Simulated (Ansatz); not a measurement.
## What Y2SOF2 (built on the sites of a database entry of YSF) distorts into

Aim: this structure of Y2SOF2 (built on the sites of a database entry of YSF) is to be tested for unstable modes, and one is followed downhill.

Calculated with Ansatz 0.2.0; DFT PBEsol, scalar-relativistic, plane waves, PAW.

Report form: the programs' logs are mostly left out.

The structure was built from a prototype and need not be the compound's stable phase.

## Step 1: The starting structure

It takes space group P4mm (No. 99, tetragonal). Conventional cell: a = 3.465 Å, b = 3.465 Å, c = 7.101 Å, α = 90.00°, β = 90.00°, γ = 90.00°. Nearest to Y lie 4 F at 2.27 Å and 4 S at 2.70 Å. Nearest to Y lie 4 F at 2.46 Å and 4 O at 2.48 Å and 1 S at 2.74 Å. O has 4 Y at 2.48 Å nearest. S has 5 Y at 2.70 to 2.74 Å nearest. Nearest to F lie 4 Y at 2.27 to 2.46 Å. Farther neighbours and most contacts between anions are not listed.

Coordinates:

```cif
data_structure
_symmetry_space_group_name_H-M 'P 1'
_symmetry_Int_Tables_number 1
_cell_length_a 3.4652
_cell_length_b 3.4652
_cell_length_c 7.1008
_cell_angle_alpha 90.000
_cell_angle_beta 90.000
_cell_angle_gamma 90.000
_cell_volume 85.26
loop_
_atom_site_label
_atom_site_type_symbol
_atom_site_fract_x
_atom_site_fract_y
_atom_site_fract_z
_atom_site_occupancy
Y1 Y 0.00000 0.50000 0.20227 1
Y2 Y 0.50000 0.00000 0.74879 1
O3 O 0.00000 0.50000 0.69510 1
S4 S 0.50000 0.00000 0.36312 1
F5 F 0.00000 0.00000 0.99536 1
F6 F 0.50000 0.50000 0.99536 1
```

## Step 2: The dispersion

The cell comes from relaxations at this level that are not shown. The mesh has a single point along some directions, so zone-edge points there are not solved. Linear response on a 2×2×1 q mesh gives force constants as far as a supercell of that size would, and the tensors from the zone-centre run are typed in so that the long-range dipole term is interpolated apart.

The input, input.yaml:

```yaml
crystal:
  lattice:
    - [3.4651963628, 0.0, 0.0]
    - [0.0, 3.4651963628, 0.0]
    - [0.0, 0.0, 7.1008233715]
  atoms:
    - { symbol: "Y", position: [0.0, 0.5, 0.2022743338] }
    - { symbol: "Y", position: [0.5, 0.0, 0.7487887792] }
    - { symbol: O, position: [0.0, 0.5, 0.6950974598] }
    - { symbol: S, position: [0.5, 0.0, 0.3631213668] }
    - { symbol: F, position: [0.0, 0.0, -0.0046409698] }
    - { symbol: F, position: [0.5, 0.5, -0.0046409698] }
kpoints:
  mp_grid: { grid: [8, 8, 4] }
hamiltonian:
  xc: pbesol
scf:
  occupations: { method: fixed }
output:
  eigenvalues: true
phonons:
  method: dfpt
  qmesh: [2, 2, 1]
  temperatures: { t_max: 1000, t_step: 50 }
  qpath:
    path:
      - [[0.0, 0.0, 0.0], [0.0, 0.5, 0.0], [0.5, 0.5, 0.0], [0.0, 0.0, 0.0], [0.0, 0.0, 0.5], [0.0, 0.5, 0.5], [0.5, 0.5, 0.5], [0.0, 0.0, 0.5]]
      - [[0.0, 0.5, 0.0], [0.0, 0.5, 0.5]]
      - [[0.5, 0.5, 0.0], [0.5, 0.5, 0.5]]
    npoints: 10
  non_analytic_term:
    high_frequency_dielectric_tensor: [[5.421, 0.0, 0.0], [0.0, 5.421, 0.0], [0.0, 0.0, 4.3488]]
    born_effective_charges:
      - { species: "Y", tensor: [[3.8837, 0.0, 0.0], [0.0, 3.8837, 0.0], [0.0, 0.0, 3.3588]] }
      - { species: "Y", tensor: [[4.0958, 0.0, 0.0], [0.0, 4.0958, 0.0], [0.0, 0.0, 4.0153]] }
      - { species: O, tensor: [[-3.1732, 0.0, 0.0], [0.0, -3.1732, 0.0], [0.0, 0.0, -1.6871]] }
      - { species: S, tensor: [[-2.2778, 0.0, 0.0], [0.0, -2.2778, 0.0], [0.0, 0.0, -1.4452]] }
      - { species: F, tensor: [[-1.0701, 0.0, 0.0], [0.0, -1.4585, 0.0], [0.0, 0.0, -2.121]] }
      - { species: F, tensor: [[-1.4585, 0.0, 0.0], [0.0, -1.0701, 0.0], [0.0, 0.0, -2.121]] }
    source: "zone-centre run at this cell"
```

Launch:

```console
> ansatz run input.yaml --threads 8 --pin off --max-ram 14336MiB --backend cpu --events-out ev --progress --plain --runs-dir out
```

Run time: 74 s. Hardware: 8 threads of Arm Neoverse V2, shared host; peak memory 0.92 GiB; 9.2 min of CPU time.

This step gave:

* gap on the k-mesh: 1.844 eV
* volume per atom: 14.21 Å³
* sum-rule residual before enforcement: 6.55e-5 eV/Å²
* point group: 4mm
* highest optical mode at the zone centre (no LO-TO term): 439.0 cm⁻¹
* lowest optical zone-centre mode: -124.4 cm⁻¹
* lowest mode on the q mesh (acoustic modes at Γ apart): -124.4 cm⁻¹
* highest frequency at a solved wavevector (no LO-TO term at Γ): 494.2 cm⁻¹

Frequencies (cm⁻¹) solved at each irreducible wavevector; negative means imaginary. Frequencies by wavevector, by row:

| q in reciprocal lattice units | star | mode 1 | mode 2 | mode 3 | mode 4 | mode 16 | mode 17 | mode 18 |
| --- | --- | --- | --- | --- | --- | --- | --- | --- |
| 0 0 0 | 1 | -124.4 | -124.4 | 0 | 0 | 434.6 | 434.6 | 439 |
| 0 -0.5 0 | 2 | -63.4 | 107.5 | 147.2 | 154.7 | 390.9 | 419.9 | 429.8 |
| -0.5 -0.5 0 | 1 | -118 | -118 | 63.4 | 112.4 | 348.4 | 423.7 | 494.2 |

Symmetry leaves 3 wavevectors to solve. The lowest mode among them, the acoustic zeros apart, lies at Γ and is imaginary, 124.4i cm⁻¹, so the energy falls along it.

## Step 3: The mode frozen in, largest atomic shift 0 Å

The mode followed lies at q = (-0.5, -0.5, 0) with frequency 118.0i cm⁻¹ and is 2-fold degenerate, one of the unstable modes though not the softest. At small amplitude the distorted cell has space group no. 35 by a symmetry search on the positions. The undistorted cell that holds it gives the zero of energy on the same k mesh.

System of this step: Y2SOF2 (built on the sites of a database entry of YSF). Symmetry: P4mm, No. 99, tetragonal system. The conventional cell has a = 3.465 Å, b = 3.465 Å, c = 7.101 Å, α = 90.00°, β = 90.00°, γ = 90.00°. Nearest to Y lie 4 F at 2.27 Å and 4 S at 2.70 Å. Nearest to Y lie 4 F at 2.46 Å and 4 O at 2.48 Å and 1 S at 2.74 Å. Nearest to O lie 4 Y at 2.48 Å. S has 5 Y at 2.70 to 2.74 Å nearest. F has 4 Y at 2.27 to 2.46 Å nearest. Farther neighbours and most contacts between anions are not listed.

The input, input.yaml:

```yaml
crystal:
  lattice:
    - [-3.4651963628, -3.4651963628, 0.0]
    - [-3.4651963628, 3.4651963628, 0.0]
    - [0.0, 0.0, -7.1008233715]
  atoms:
    - { symbol: "Y", position: [0.75, 0.25, 0.7977256662] }
    - { symbol: "Y", position: [0.25, 0.75, 0.7977256662] }
    - { symbol: "Y", position: [0.25, 0.25, 0.2512112208] }
    - { symbol: "Y", position: [0.75, 0.75, 0.2512112208] }
    - { symbol: O, position: [0.25, 0.75, 0.3049025402] }
    - { symbol: O, position: [0.75, 0.25, 0.3049025402] }
    - { symbol: S, position: [0.25, 0.25, 0.6368786332] }
    - { symbol: S, position: [0.75, 0.75, 0.6368786332] }
    - { symbol: F, position: [0.5, 0.5, 0.0046409698] }
    - { symbol: F, position: [1.0, 1.0, 0.0046409698] }
    - { symbol: F, position: [0.0, 0.5, 0.0046409698] }
    - { symbol: F, position: [0.5, 0.0, 0.0046409698] }
kpoints:
  mp_grid: { grid: [6, 6, 4] }
hamiltonian:
  xc: pbesol
scf:
  occupations: { method: gaussian, width: 0.02 }
output:
  forces: true
  stress: true
  eigenvalues: true
```

Wall time 3.1 s (8 threads); peak memory 0.81 GiB; 23 s of CPU time.

This step gave:

* pressure: -0.001082 GPa
* gap on the k-mesh: 1.839 eV
* energy from the undistorted cell: 0 meV/atom

At this level the gap is 1.84 eV on the k-mesh of the self-consistent run, which can miss the band edges.

## Step 4: The mode frozen in, largest atomic shift 0.22 Å

The atoms are moved along the unstable eigenvector, the largest shift by 0.22 Å, with the cell fixed.

The input, input.yaml:

```yaml
crystal:
  lattice:
    - [-3.4651963628, -3.4651963628, 0.0]
    - [-3.4651963628, 3.4651963628, 0.0]
    - [0.0, 0.0, -7.1008233715]
  atoms:
    - { symbol: "Y", position: [0.7509812455, 0.2490187545, 0.7977256662] }
    - { symbol: "Y", position: [0.2490187545, 0.7509812455, 0.7977256662] }
    - { symbol: "Y", position: [0.2650640732, 0.2650640732, 0.2512112208] }
    - { symbol: "Y", position: [0.7349359268, 0.7349359268, 0.2512112208] }
    - { symbol: O, position: [0.2817442328, 0.7182557672, 0.3049025402] }
    - { symbol: O, position: [0.7182557672, 0.2817442328, 0.3049025402] }
    - { symbol: S, position: [0.2480289192, 0.2480289192, 0.6368786332] }
    - { symbol: S, position: [0.7519710808, 0.7519710808, 0.6368786332] }
    - { symbol: F, position: [0.5, 0.5, -0.004412529] }
    - { symbol: F, position: [1.0, 1.0, 0.0136944686] }
    - { symbol: F, position: [0.0, 0.5, 0.0046409698] }
    - { symbol: F, position: [0.5, 0.0, 0.0046409698] }
kpoints:
  mp_grid: { grid: [6, 6, 4] }
hamiltonian:
  xc: pbesol
scf:
  occupations: { method: gaussian, width: 0.02 }
output:
  forces: true
  stress: true
  eigenvalues: true
```

The job ended after 4.2 s (8 threads; peak memory 0.8 GiB).

This step gave:

```yaml
pressure: 2.044 GPa
gap_on_the_k_mesh: 2.134 eV
energy_from_the_undistorted_cell: -3.146 meV/atom
```

The energy, extrapolated to zero smearing, is -3.15 meV/atom against the undistorted cell.

The run ends at a pressure of 2.04 GPa, with forces up to 0.16 eV/Å.

## Step 5: Energy along the mode, all amplitudes (two of the runs are shown above)

An imaginary frequency means negative curvature, so the energy should fall and then rise again as anharmonic terms take over.

This step gave:

```
depth at the lowest point sampled  : 3.146 meV/atom
largest atomic shift at that point : 0.22 Å
```

Table of energy from the parent by largest atomic shift:

| largest atomic shift (Å) | energy from the parent (meV/atom) |
| --- | --- |
| 0.000 | 0 |
| 0.040 | -0.253 |
| 0.080 | -0.953 |
| 0.140 | -2.40 |
| 0.220 | -3.15 |
| 0.320 | 4.73 |

Displacement at unit largest shift by atom:

| atom | x (Å) | y (Å) | z (Å) | size |
| --- | --- | --- | --- | --- |
| Y1 | 0.00 | -0.03 | 0.00 | 0.03 |
| Y2 | 0.00 | 0.03 | 0.00 | 0.03 |
| Y3 | -0.47 | 0.00 | 0.00 | 0.47 |
| Y4 | 0.47 | 0.00 | 0.00 | 0.47 |
| O5 | 0.00 | -1.00 | 0.00 | 1.00 |
| O6 | 0.00 | 1.00 | 0.00 | 1.00 |
| S7 | 0.06 | 0.00 | 0.00 | 0.06 |
| S8 | -0.06 | 0.00 | 0.00 | 0.06 |
| F9 | 0.00 | 0.00 | 0.29 | 0.29 |
| F10 | 0.00 | 0.00 | -0.29 | 0.29 |
| F11 | 0.00 | 0.00 | 0.00 | 0.00 |
| F12 | 0.00 | 0.00 | 0.00 | 0.00 |

The lowest of the steps tried is at 0.22 Å, 3.15 meV/atom below the parent; the bottom of the well need not coincide with a step.

## Step 6: Relaxation from the frozen mode

Starting from the lowest point found, all atoms and the cell are let go, so that strain and other modes of the same symmetry can join in.

input.yaml: that of step 4 with these lines changed.

```diff
@@ -23,3 +23,3 @@
 scf:
-  occupations: { method: gaussian, width: 0.02 }
+  occupations: { method: fixed }
 output:
@@ -28 +28,6 @@
   eigenvalues: true
+relax:
+  adjacent_minimum: "off"
+  f_tol: 0.002
+  max_steps: 120
+  cell: { stress_tol: 0.03 }
```

Wall time 80 s (8 threads); peak memory 0.89 GiB.

Step by step:

| step | energy less that of the first step (eV) | largest force component (eV/Å) | pressure (GPa) | volume (Å³) |
| --- | --- | --- | --- | --- |
| 1 | 0.0000 | 0.1568 | 2.04 | 170.53 |
| 2 | 0.0294 | 0.5229 | -1.49 | 176.01 |
| 3 | -0.0270 | 0.1135 | 0.07 | 173.33 |
| 4 | -0.0291 | 0.1080 | -0.12 | 173.64 |
| 5 | -0.0322 | 0.0940 | -0.13 | 174.06 |
| 6 | -0.0330 | 0.0390 | 0.04 | 174.65 |
| 7 | -0.0334 | 0.0051 | 0.00 | 174.59 |
| 8 | -0.0333 | 0.0063 | -0.02 | 174.63 |
| 9 | -0.0335 | 0.0033 | 0.01 | 174.57 |
| 10 | -0.0335 | 0.0003 | 0.00 | 174.59 |
| 11* | -0.0488 | 0.0009 | 0.16 | 174.59 |
| 12 | -0.0477 | 0.0110 | -0.07 | 175.11 |
| 13 | -0.0481 | 0.0033 | 0.01 | 174.99 |
| 14 | -0.0481 | 0.0046 | 0.00 | 174.99 |
| 15 | -0.0481 | 0.0008 | 0.00 | 174.99 |
| 16* | -0.0493 | 0.0008 | 0.00 | 174.99 |

Relaxation steps marked * repeat the geometry before them on a plane-wave basis chosen anew for their cell, so energy and pressure can jump there. Relaxation steps 2, 8 were tried and not accepted.

The run keeps the 4 symmetry operations that it works with, so distortions that break them were not tested.

| conventional cell, symmetrised | before | after | change |
| --- | --- | --- | --- |
| a (Å) | 6.930 | 7.047 | +1.7 % |
| b (Å) | 6.930 | 7.066 | +2.0 % |
| c (Å) | 7.101 | 7.029 | -1.0 % |
| volume (Å³/atom) | 14.21 | 14.58 | +2.6 % |

The atoms that moved most (Å, as changes of fractional coordinates times the final cell):

| atom | dx | dy | dz | length |
| --- | --- | --- | --- | --- |
| O6 | 0.000 | 0.057 | -0.007 | 0.057 |
| O5 | 0.000 | -0.057 | -0.007 | 0.057 |
| Y3 | -0.055 | 0.000 | 0.000 | 0.055 |
| Y4 | 0.055 | 0.000 | 0.000 | 0.055 |
| F9 | 0.000 | 0.000 | 0.041 | 0.041 |
| S7 | 0.007 | 0.000 | -0.015 | 0.017 |
| S8 | -0.007 | 0.000 | -0.015 | 0.017 |
| Y2 | 0.000 | 0.009 | 0.003 | 0.009 |

Final coordinates:

```
Y O S F
1.0
    -3.52352   -3.53288    0.00000
    -3.52352    3.53288    0.00000
     0.00000    0.00000   -7.02872
Y O S F
4 2 2 4
Cartesian
  -3.5235 -1.7821 -5.6044
  -3.5235 1.7821 -5.6044
  -1.9224 0.0000 -1.7657
  -5.1246 0.0000 -1.7657
  -3.5235 1.4854 -2.1502
  -3.5235 -1.4854 -2.1502
  -1.7407 0.0000 -4.4919
  -5.3063 0.0000 -4.4919
  -3.5235 0.0000 0.0718
  -7.0470 0.0000 -0.1028
  -1.7618 1.7664 -0.0297
  -1.7618 -1.7664 -0.0297
```

This step gave:

| Item | Value |
| --- | --- |
| pressure | 0.004330 GPa |
| gap on the k-mesh | 2.329 eV |
| volume per atom | 14.58 Å³ |

The distorted start has space group Cmm2; the relaxation ends in Cmm2.

## Step 7: What came out

```yaml
unstable_mode_of_the_parent: q = (-0.5, -0.5, 0), 118i cm⁻¹
depth_at_the_lowest_point_sampled: 3.15 meV/atom
largest_atomic_shift_at_that_point: 0.22 Å
space_group_reached_within_0p01_a: Cmm2
energy_gained_over_the_parent_first_relaxation_on_the_mesh_of_the_frozen_mode: 7.25 meV/atom
volume_per_atom_phase_reached: 14.6 Å³
gap_on_the_k_mesh_phase_reached: 2.33 eV
```

In words: Along this mode the structure falls into Cmm2, 7.25 meV/atom below the parent. At the parent's cell the well is 3.146 meV/atom deep on the steps tried, with its lowest point at a shift of 0.22 Å. Relaxing atoms and cell changes the gain by +4.11 meV/atom against the lowest step (energies at zero smearing). The modes of the phase reached were not computed on this path. Of the 6 patterns followed to their end from this parent, this one ends 104 meV/atom above the lowest, Amm2. Each path keeps the symmetry of its pattern, so a lower phase may lie along a pattern not tried. The q mesh is too sparse to interpolate, so only the solved wavevectors are given. The program warns that the interpolation holds no quadrupole term, so branches close to Γ can be off in this crystal. The starting cell was built on a prototype and not taken from a measurement, so the phase need not exist.

[Logs are printed without paths, hosts, clocks, repeated set-up lines and the standing remarks that a program may print on its own settings, such as how far it seeks lower states.]

[Hosts, paths, dates, database ids (printed as entryN), source tags and the programs' standing remarks are cut or masked in the printed files.]
